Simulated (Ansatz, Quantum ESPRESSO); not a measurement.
# Work-function anisotropy of Sr, part 3 of 6

Aim: the work function of the low-index faces of Sr, their order, and how far the functional matters.

Quantum ESPRESSO 7.5; plane-wave DFT, PBE, GBRV ultrasoft pseudopotentials; geometry and cross-check by Ansatz 0.2.0 with PAW datasets.

So far. Step 2 (Geometry from Ansatz of (111)): The relaxation lowers the energy by 2 meV an atom. Held were the atoms numbered 3; the forces quoted are those on the free ones. Step 6 (Potential by pp.x of (111)): On (111) the work function under LDA lies +0.11 eV from PBE's.

## 7. Relaxation with Ansatz of (100)

Level of this step: plane-wave DFT, PBE, Ansatz PAW (Ansatz 0.2.0).

input.yaml reads:

```yaml
crystal:
  lattice:
    - [4.2992092296, 0.0, 0.0]
    - [0.0, 4.2992092296, 0.0]
    - [0.0, 0.0, 28.16]
  atoms:
    - { symbol: Sr, position: [0.0, 0.0, 0.2840909091] }
    - { symbol: Sr, position: [0.5, 0.5, 0.3920454545] }
    - { symbol: Sr, position: [0.0, 0.0, 0.5] }
    - { symbol: Sr, position: [0.5, 0.5, 0.6079545455] }
    - { symbol: Sr, position: [0.0, 0.0, 0.7159090909] }
kpoints:
  mp_grid: { grid: [8, 8, 1] }
hamiltonian:
  xc: pbe
scf:
  occupations: { method: fermi_dirac, width: 0.1 }
  convergence: { dr2_threshold: 1.0e-08 }
efield:
  axis: 3
  dipole_correction: true
  ramp_position: 0.97
  ramp_width: 0.04
relax:
  f_tol: 0.01
  constraints: [{ sites: [2] }]
output:
  write_potential: true
  write_density: true
  volumetric_format: npy
```

Run with:

```
$ ansatz run input.yaml --threads 4 --pin off --max-ram 8192MiB --backend cpu --events-out ev --progress --plain --runs-dir out
```

Numbers of over 12 decimals in the logs are rounded to 6 here.

The program printed:

```text
[...]
Crystal: 5 atoms, lattice volume = 520.487 Å³
Basis set: ecut = 420 eV, 10135 PW (Γ), exchange–correlation on 60×60×384 points (8 copies of the dense FFT grid, shifted against one another)
Bands: 30, of which v1, the nominal top of the filled ones, is band 25 counted from 1 (24 counted from 0)
Symmetry: 8 space group operations
k-points: 15 of 64
[...]
SCF iter   1: F=—  HF=-17720.500210 eV  |F-HF|=—  |Δ(HF+E_count)|=         —  Δρ=2.94e-3  dr2=2.64e0  ethr=1.77e-3  p=-0.000 e·Å  D=-3.98e-6 V/Å  ΔV_dip=0.00 eV  dr2_dipole=1.62e-7  V_vac-E_F(+/−)=2.31/2.31 eV  ⟨swp⟩=14.5  Hψ=6591  notcnv=0
[...]
SCF iter   9: F=-17720.411413 eV  HF=-17720.411413 eV  |F-HF|=2.00e-9  |Δ(HF+E_count)|=   7.69e-9  Δρ=3.53e-7  dr2=2.52e-9  ethr=2.00e-11  p=0.000 e·Å  D=1.14e-5 V/Å  ΔV_dip=-0.00 eV  dr2_dipole=4.04e-13  V_vac-E_F(+/−)=2.55/2.55 eV  ⟨swp⟩=10.1  Hψ=3747  notcnv=0
SCF 1 converged in 9 iterations: F = -17720.411413 eV  dr2 = 2.52e-9
[...]
relax step   1: F+E_penalty+E_count = -17720.41141274 eV  Δ(F+E_penalty+E_count) = +0.000e0 eV  max|allowed force component| = 8.152e-2 eV/Å  Δτ_max = 0.0000 Å  (9 SCF iters, accepted)
Bands: 35, of which v1, the nominal top of the filled ones, is band 25 counted from 1 (24 counted from 0)
[...]
SCF iter   7: F=-17720.417342 eV  HF=-17720.417342 eV  |F-HF|=3.39e-9  |Δ(HF+E_count)|=   1.59e-8  Δρ=6.57e-7  dr2=5.28e-9  ethr=2.00e-11  p=0.000 e·Å  D=1.04e-5 V/Å  ΔV_dip=-0.00 eV  dr2_dipole=3.96e-13  V_vac-E_F(+/−)=2.55/2.55 eV  ⟨swp⟩=10.6  Hψ=3744  notcnv=0
SCF 2 converged in 7 iterations: F = -17720.417342 eV  dr2 = 5.28e-9
relax step   2: F+E_penalty+E_count = -17720.41734242 eV  Δ(F+E_penalty+E_count) = -5.930e-3 eV  max|allowed force component| = 5.365e-2 eV/Å  Δτ_max = 0.0542 Å  (7 SCF iters, accepted)
SCF iter   1: F=—  HF=-17720.422835 eV  |F-HF|=—  |Δ(HF+E_count)|=         —  Δρ=1.08e-3  dr2=1.30e-1  ethr=1.99e-3  p=0.000 e·Å  D=1.04e-5 V/Å  ΔV_dip=-0.00 eV  dr2_dipole=5.19e-9  V_vac-E_F(+/−)=2.57/2.57 eV  ⟨swp⟩=6.7  Hψ=1893  notcnv=0
[...]
SCF iter   8: F=-17720.421924 eV  HF=-17720.421924 eV  |F-HF|=4.22e-9  |Δ(HF+E_count)|=   2.11e-9  Δρ=5.49e-7  dr2=7.10e-9  ethr=2.00e-11  p=0.000 e·Å  D=8.49e-6 V/Å  ΔV_dip=-0.00 eV  dr2_dipole=1.74e-12  V_vac-E_F(+/−)=2.54/2.54 eV  ⟨swp⟩=9.1  Hψ=4254  notcnv=0
SCF 3 converged in 8 iterations: F = -17720.421924 eV  dr2 = 7.10e-9
relax step   3: F+E_penalty+E_count = -17720.42192437 eV  Δ(F+E_penalty+E_count) = -4.582e-3 eV  max|allowed force component| = 2.816e-3 eV/Å  Δτ_max = 0.1142 Å  (8 SCF iters, accepted)
NSCF: frozen V_eff on 15 k-points
[...]
SCF converged after 8 iterations
Free energy (F): -17720.421924 eV
[...]
Internal energy: -17720.215995 eV  (E = F + TS)
E sigma→0 (E₀):  -17720.318959 eV
Entropy (-TS):   -0.205930 eV (-41.186 meV/atom)
Fermi energy:    1.557944 eV
Dipole field:    D = 0.000007 V/Å  (p = 0.000021 e·Å, saw-weighted, corrected)
Work function:   Φ+ = 2.5435 eV   Φ− = 2.5438 eV
[...]
--- Forces (eV/Å), atoms counted from 1 ---
  atom   1  Sr     0.00000000     0.00000000    -0.00281647
  atom   2  Sr     0.00000000     0.00000000     0.00225613
  atom   3  Sr    -0.00000000     0.00000000    -0.00000058
  atom   4  Sr     0.00000000     0.00000000    -0.00225521
  atom   5  Sr    -0.00000000     0.00000000     0.00281610
  max |Σ_I F_I| component: 2.97e-8 eV/Å
--- Band table (eV; the first three rows and the last of 15) ---
  k-point 0: bands = [... 21 lower, -1.5071, -0.8297, 0.0054, 0.7054, 1.9582, 2.0523, 2.0550, 2.1424, ... 6 higher]
  k-point 1: bands = [... 21 lower, -1.3527, -0.6854, 0.1419, 0.8437, 1.9627, 2.1077, 2.1210, 2.1439, ... 6 higher]
  k-point 2: bands = [... 21 lower, -0.9159, -0.2896, 0.4988, 1.2077, 1.7695, 1.9590, 2.2267, 2.2767, ... 6 higher]
  k-point 14: bands = [... 21 lower, 1.0694, 1.3611, 1.4065, 1.6402, 1.9657, 1.9657, 2.0239, 2.0239, ... 6 higher]
--- Relaxed structure (3 steps of the walk, 3 accepted, 0 SCFs on fresh bases) ---
  F+E_penalty+E_count = -17720.42192437 eV   max|allowed force component| = 2.816e-3 eV/Å
  atoms:
    - { symbol: Sr, position: [0, 0.0, 0.290073] }
    - { symbol: Sr, position: [0.500000, 0.500000, 0.394155] }
    - { symbol: Sr, position: [0.0, 0.0, 0.500000] }
    - { symbol: Sr, position: [0.500000, 0.500000, 0.605845] }
    - { symbol: Sr, position: [0, 0.0, 0.709927] }
```

The job ended after 22 s (4 threads of Arm Neoverse V1, shared host; peak memory 0.81 GiB; 82 s of CPU time).

Relaxation path:

```tsv
step	energy less that of the first step (eV)	largest force component (eV/Å)
1	0.0000	0.0815
2	-0.0059	0.0536
3	-0.0105	0.0028
```

The atoms that moved most (Å):

```tsv
atom	dx	dy	dz	length
Sr5	0.000	0.000	-0.168	0.168
Sr1	0.000	0.000	0.168	0.168
Sr4	0.000	0.000	-0.059	0.059
Sr2	0.000	0.000	0.059	0.059
```

Final coordinates:

```xyz
5
Lattice="4.2992 0.0000 0.0000 0.0000 4.2992 0.0000 0.0000 0.0000 28.1600" Properties=species:S:1:pos:R:3
Sr    0.0000    0.0000    8.1685
Sr    2.1496    2.1496   11.0994
Sr    0.0000    0.0000   14.0800
Sr    2.1496    2.1496   17.0606
Sr    0.0000    0.0000   19.9915
```

The relaxation lowers the energy by 2 meV an atom. Held were the atoms numbered 3; the forces quoted are those on the free ones.

Numbers from this step:

```
free energy                     : -17720.4219 eV
energy at zero smearing         : -17720.3190 eV
smearing term TS                : 0.2059 eV
Fermi energy                    : 1.558 eV
symmetry operations             : 8
work function of the upper face : 2.544 eV
work function of the lower face : 2.544 eV
dipole along the normal         : 2.13e-5 e·Å
```

## 8. SCF with pw.x of (100), PBE

Level of this step: plane-wave DFT, PBE, GBRV ultrasoft pseudopotentials (Quantum ESPRESSO 7.5).

100.pbe.in reads:

```
&control
  prefix = '100.pbe'
  outdir = './out'
  pseudo_dir = './pseudo'
  calculation = 'scf'
  tprnfor = .true.
/
&system
  ibrav = 0
  nat = 5
  ntyp = 1
  ecutwfc = 40
  ecutrho = 200
  occupations = 'smearing'
  smearing = 'mv'
  degauss = 0.02
/
&electrons
  conv_thr = 1e-07
  mixing_beta = 0.4
  electron_maxstep = 120
  mixing_mode = 'local-TF'
/
ATOMIC_SPECIES
  Sr  87.6200  sr_pbe_v1.uspp.F.UPF
CELL_PARAMETERS angstrom
  4.29920922960000 0.00000000000000 0.00000000000000
  0.00000000000000 4.29920922960000 0.00000000000000
  0.00000000000000 0.00000000000000 28.16000000000000
ATOMIC_POSITIONS crystal
  Sr  -0.000000000000 0.000000000000 0.290073254106
  Sr  0.500000000000 0.500000000000 0.394154527372
  Sr  0.000000000000 0.000000000000 0.500000000000
  Sr  0.500000000000 0.500000000000 0.605845437564
  Sr  0.000000000000 0.000000000000 0.709926730103
K_POINTS automatic
  8 8 1 0 0 0
```

Run with:

```
$ OMP_NUM_THREADS=1 mpirun -n 4 pw.x -nk 4 -in 100.pbe.in > 100.pbe.out
```

The program printed:

```text
[banner, memory and clock lines left out]
Program PWSCF v.7.5 starts
[citation notice left out]

[...]
Message from routine setup:
[...]
bravais-lattice index     =            0
     lattice parameter (alat)  =       8.1243  a.u.
     unit-cell volume          =    3512.4198 (a.u.)^3
     number of atoms/cell      =            5
     number of atomic types    =            1
     number of electrons       =        50.00
     number of Kohn-Sham states=           30
     kinetic-energy cutoff     =      40.0000  Ry
     charge density cutoff     =     200.0000  Ry
     scf convergence threshold =      1.0E-07
     mixing beta               =       0.4000
     number of iterations used =            8  local-TF  mixing
     Exchange-correlation= SLA  PW   PBE  PBE
                           (   1   4   3   4   0   0   0)

[...]
PseudoPot. # 1 for Sr read from file:
     ./pseudo/sr_pbe_v1.uspp.F.UPF
     Pseudo is Ultrasoft + core correction, Zval = 10.0
     Generated by new atomic code, or converted to UPF format
     Using radial grid of  883 points,  6 beta functions with:
                l(1) =   0
                l(2) =   0
                l(3) =   1
                l(4) =   1
                l(5) =   2
                l(6) =   2
     Q(r) pseudized with  6 coefficients,  rinner =    1.400   1.400   1.400
                                                       1.400   1.400

     atomic species   valence    mass     pseudopotential
     Sr               10.00    87.62000     Sr( 1.00)

     16 Sym. Ops., with inversion, found

[...]
number of k points=    15  Marzari-Vanderbilt smearing, width (Ry)=  0.0200
[...]
Dense  grid:   167759 G-vectors     FFT dimensions: (  40,  40, 240)

     Smooth grid:   120163 G-vectors     FFT dimensions: (  36,  36, 216)

     Initial potential from superposition of free atoms

     starting charge      49.8317, renormalised to      50.0000

     negative rho (up, down):  3.113E-01 0.000E+00
     Starting wfcs are   65 randomized atomic wfcs

     per-process dynamical memory:   126.4 Mb

     Self-consistent Calculation

     iteration #  1     ecut=    40.00 Ry     beta= 0.40
     Davidson diagonalization with overlap
     ethr =  1.00E-02,  avg # of iterations =  2.0

     negative rho (up, down):  3.122E-01 0.000E+00

     total energy              =    -350.71662226 Ry
     estimated scf accuracy    <       0.66382840 Ry

     iteration #  2     ecut=    40.00 Ry     beta= 0.40
[...]
negative rho (up, down):  3.169E-01 0.000E+00

[...]
total energy              =    -350.62411021 Ry
     estimated scf accuracy    <       0.43209046 Ry

     iteration #  3     ecut=    40.00 Ry     beta= 0.40
[...]
negative rho (up, down):  3.187E-01 0.000E+00

[...]
total energy              =    -350.66599014 Ry
     estimated scf accuracy    <       0.04691876 Ry

     iteration #  4     ecut=    40.00 Ry     beta= 0.40
[...]
negative rho (up, down):  3.241E-01 0.000E+00

[...]
total energy              =    -350.66837673 Ry
     estimated scf accuracy    <       0.02478511 Ry

     iteration #  5     ecut=    40.00 Ry     beta= 0.40
[...]
negative rho (up, down):  3.247E-01 0.000E+00

[...]
total energy              =    -350.67018026 Ry
     estimated scf accuracy    <       0.00283868 Ry

     iteration #  6     ecut=    40.00 Ry     beta= 0.40
[...]
negative rho (up, down):  3.240E-01 0.000E+00

[...]
total energy              =    -350.67006707 Ry
     estimated scf accuracy    <       0.00188654 Ry

[...]
iteration # 11     ecut=    40.00 Ry     beta= 0.40
[...]
negative rho (up, down):  3.244E-01 0.000E+00

[...]
total energy              =    -350.67000026 Ry
     estimated scf accuracy    <       0.00000507 Ry

     iteration # 12     ecut=    40.00 Ry     beta= 0.40
[...]
negative rho (up, down):  3.243E-01 0.000E+00

[...]
total energy              =    -350.67000293 Ry
     estimated scf accuracy    <       0.00000666 Ry

     iteration # 13     ecut=    40.00 Ry     beta= 0.40
[...]
negative rho (up, down):  3.243E-01 0.000E+00

[...]
total energy              =    -350.67000477 Ry
     estimated scf accuracy    <       0.00000219 Ry

     iteration # 14     ecut=    40.00 Ry     beta= 0.40
[...]
negative rho (up, down):  3.244E-01 0.000E+00

[...]
End of self-consistent calculation

          k = 0.0000 0.0000 0.0000 ( 14991 PWs)   bands (ev):

   -35.4900 -35.4900 -34.9625 -34.8861 -34.8855 -17.5085 -17.5085 -17.3910
   -17.3910 -17.3909 -17.3909 -16.9931 -16.9070 -16.9070 -16.8841 -16.8440
   -16.8222 -16.8222 -16.8138 -16.8138  -1.8690  -1.4665  -0.7906   0.0461
     0.7488   2.0026   2.0902   2.0925   2.1839   2.6097

          k = 0.0000 0.1250 0.0000 ( 15003 PWs)   bands (ev):

   -35.4894 -35.4894 -34.9618 -34.8855 -34.8850 -17.5070 -17.5070 -17.4052
   -17.4052 -17.3897 -17.3897 -16.9899 -16.9298 -16.9047 -16.8738 -16.8527
   -16.8282 -16.8279 -16.8211 -16.8138  -1.7070  -1.3121  -0.6462   0.1825
     0.8869   2.0067   2.1459   2.1595   2.1850   2.5782

[...]
the Fermi energy is     1.6096 ev

!    total energy              =    -350.67000524 Ry
     estimated scf accuracy    <       0.00000006 Ry
     smearing contrib. (-TS)   =      -0.00156342 Ry
     internal energy E=F+TS    =    -350.66844183 Ry

     The total energy is F=E-TS. E is the sum of the following terms:
     one-electron contribution =   -1107.95611141 Ry
     hartree contribution      =     552.15739531 Ry
     xc contribution           =     -90.54082869 Ry
     ewald contribution        =     295.67110297 Ry

     convergence has been achieved in  14 iterations

     negative rho (up, down):  3.244E-01 0.000E+00

     Forces acting on atoms (cartesian axes, Ry/au):

     atom    1 type  1   force =     0.00000000    0.00000000    0.00003303
     atom    2 type  1   force =     0.00000000    0.00000000    0.00015795
     atom    3 type  1   force =     0.00000000    0.00000000    0.00000000
     atom    4 type  1   force =     0.00000000    0.00000000   -0.00015795
     atom    5 type  1   force =     0.00000000    0.00000000   -0.00003303

     Total force =     0.000228     Total SCF correction =     0.000469
     SCF correction compared to forces is large: reduce conv_thr to get better values

[...]
```

Run time: 67 s. Hardware: 4 MPI ranks; peak memory 1 GiB; 4.5 min of CPU time.

This step gave:

| Property | Result |
| --- | --- |
| free energy | -4771.1085 eV |
| Fermi energy | 1.610 eV |

## 9. Potential by pp.x of (100)

100.pbe.pot.in reads:

```
&inputpp
  prefix = '100.pbe'
  outdir = './out'
  filplot = '100.pbe.pot.dat'
  plot_num = 11
/
```

Run with:

```
$ OMP_NUM_THREADS=1 mpirun -n 4 pp.x -in 100.pbe.pot.in > 100.pbe.pot.out
```

The program printed:

```text
[banner, memory and clock lines left out]
Program POST-PROC v.7.5 starts
[citation notice left out]

[...]
./out/100.pbe.save/

[...]
negative rho (up, down):  3.244E-01 0.000E+00

     Calling punch_plot, plot_num =  11
     Writing data to file  100.pbe.pot.dat
     Message from routine chdens:
     namelist plot not found or invalid, exiting
```

The job ended after 1.1 s (4 MPI ranks; peak memory 0.16 GiB).

Read from the output:

| Property | Result |
| --- | --- |
| work function of the upper face | 2.529 eV |
| slope of the potential above | 0.003323 eV/Å |
| upper vacuum line continued to the top atoms, over the Fermi level | 2.511 eV |
| work function of the lower face | 2.529 eV |
| slope of the potential below | -0.002351 eV/Å |
| lower vacuum line continued to the bottom atoms, over the Fermi level | 2.516 eV |

The potential energy, planar mean oscillates, so the rows of the table below give means over windows of 2.93 Å about each position, cut where the curve ends. Its maxima inside the range that stand out by 2 % of the span (Å: eV): 9.6: 0.559, 12.6: 0.620, 15.6: 0.620, 18.5: 0.559. Its minima: 8.2: -12.5, 11.1: -12.1, 14.1: -12.2, 17.0: -12.1, 19.9: -12.5.

Electrostatic potential energy of an electron; zero at the Fermi level. Potential energy, planar mean against z; means over each step:

```tsv
z (Å)	potential energy, planar mean (eV)
1.47	2.53
4.40	2.45
7.33	-3.69
10.26	-4.17
13.19	-4.09
16.12	-4.05
19.05	-4.32
21.98	0.938
24.91	2.52
27.84	2.53
```

## 10. Self-consistent run of (100), LDA

Level of this step: plane-wave DFT, LDA, GBRV ultrasoft pseudopotentials (Quantum ESPRESSO 7.5).

100.lda.in is the input of step 8 with these lines changed:

```diff
@@ -1,3 +1,3 @@
 &control
-  prefix = '100.pbe'
+  prefix = '100.lda'
   outdir = './out'
@@ -24,3 +24,3 @@
 ATOMIC_SPECIES
-  Sr  87.6200  sr_pbe_v1.uspp.F.UPF
+  Sr  87.6200  sr_lda_v1.uspp.F.UPF
 CELL_PARAMETERS angstrom
```

Run with:

```
$ OMP_NUM_THREADS=1 mpirun -n 4 pw.x -nk 4 -in 100.lda.in > 100.lda.out
```

The program printed:

```text
[banner, memory and clock lines left out]
Program PWSCF v.7.5 starts
[...]
Message from routine setup:
[...]
number of electrons       =        50.00
     number of Kohn-Sham states=           30
     kinetic-energy cutoff     =      40.0000  Ry
     charge density cutoff     =     200.0000  Ry
[...]
number of k points=    15  Marzari-Vanderbilt smearing, width (Ry)=  0.0200
[...]
Dense  grid:   167759 G-vectors     FFT dimensions: (  40,  40, 240)
[...]
negative rho (up, down):  3.099E-01 0.000E+00
     Starting wfcs are   65 randomized atomic wfcs
[...]
negative rho (up, down):  3.109E-01 0.000E+00
[...]
estimated scf accuracy    <       0.62172913 Ry
[...]
negative rho (up, down):  3.158E-01 0.000E+00
[...]
estimated scf accuracy    <       0.41314908 Ry
[...]
negative rho (up, down):  3.166E-01 0.000E+00
[...]
estimated scf accuracy    <       0.05377186 Ry
[...]
negative rho (up, down):  3.211E-01 0.000E+00
[...]
estimated scf accuracy    <       0.01579941 Ry
[...]
negative rho (up, down):  3.220E-01 0.000E+00
[...]
estimated scf accuracy    <       0.00312630 Ry
[...]
negative rho (up, down):  3.215E-01 0.000E+00
[...]
estimated scf accuracy    <       0.00166243 Ry
[...]
negative rho (up, down):  3.216E-01 0.000E+00
[...]
estimated scf accuracy    <       0.00509078 Ry
[...]
negative rho (up, down):  3.217E-01 0.000E+00
[...]
estimated scf accuracy    <       0.00401354 Ry
[...]
negative rho (up, down):  3.216E-01 0.000E+00
[...]
estimated scf accuracy    <       0.00017644 Ry
[...]
negative rho (up, down):  3.220E-01 0.000E+00
[...]
estimated scf accuracy    <       0.00016141 Ry
[...]
negative rho (up, down):  3.219E-01 0.000E+00
[...]
estimated scf accuracy    <       0.00000959 Ry
[...]
negative rho (up, down):  3.217E-01 0.000E+00
[...]
estimated scf accuracy    <       0.00000324 Ry
[...]
negative rho (up, down):  3.217E-01 0.000E+00
[...]
estimated scf accuracy    <       0.00000284 Ry
[...]
negative rho (up, down):  3.217E-01 0.000E+00
[...]
the Fermi energy is     1.4371 ev
!    total energy              =    -350.96588542 Ry
     estimated scf accuracy    <       0.00000006 Ry
     smearing contrib. (-TS)   =      -0.00134011 Ry
     internal energy E=F+TS    =    -350.96454531 Ry
[...]
one-electron contribution =   -1108.84391594 Ry
     hartree contribution      =     552.36774708 Ry
     xc contribution           =     -90.15947941 Ry
     ewald contribution        =     295.67110297 Ry
     convergence has been achieved in  14 iterations
     negative rho (up, down):  3.217E-01 0.000E+00
[...]
Total force =     0.008722     Total SCF correction =     0.000567
[...]
```

It took 65 s on 4 MPI ranks; peak memory 1.1 GiB; 4.3 min of CPU time.

Numbers from this step:

| Property | Result |
| --- | --- |
| free energy | -4775.1341 eV |
| Fermi energy | 1.437 eV |

## 11. Electrostatic potential of (100)

100.lda.pot.in reads:

```
&inputpp
  prefix = '100.lda'
  outdir = './out'
  filplot = '100.lda.pot.dat'
  plot_num = 11
/
```

Run with:

```
$ OMP_NUM_THREADS=1 mpirun -n 4 pp.x -in 100.lda.pot.in > 100.lda.pot.out
```

Wall time 1.1 s (4 MPI ranks); peak memory 0.16 GiB.

Numbers from this step:

```
work function of the upper face                                       : 2.665 eV
slope of the potential above                                          : 0.002898 eV/Å
upper vacuum line continued to the top atoms, over the Fermi level    : 2.649 eV
work function of the lower face                                       : 2.665 eV
slope of the potential below                                          : -0.002039 eV/Å
lower vacuum line continued to the bottom atoms, over the Fermi level : 2.654 eV
```

On (100) the work function under LDA lies +0.14 eV from PBE's.

(Part 3 of 6 ends here.)

[Logs are printed without paths, hosts, clocks, repeated set-up lines and the standing remarks that a program may print on its own settings, such as how far it seeks lower states.]

[Hosts, paths, dates, database ids (printed as entryN), source tags and the programs' standing remarks are cut or masked in the printed files.]

[Maps of the electrostatic potential energy from Ansatz leave out the sawtooth potential of an applied field or a dipole correction, so their vacuum need not be flat; planar profiles and work functions include it.]
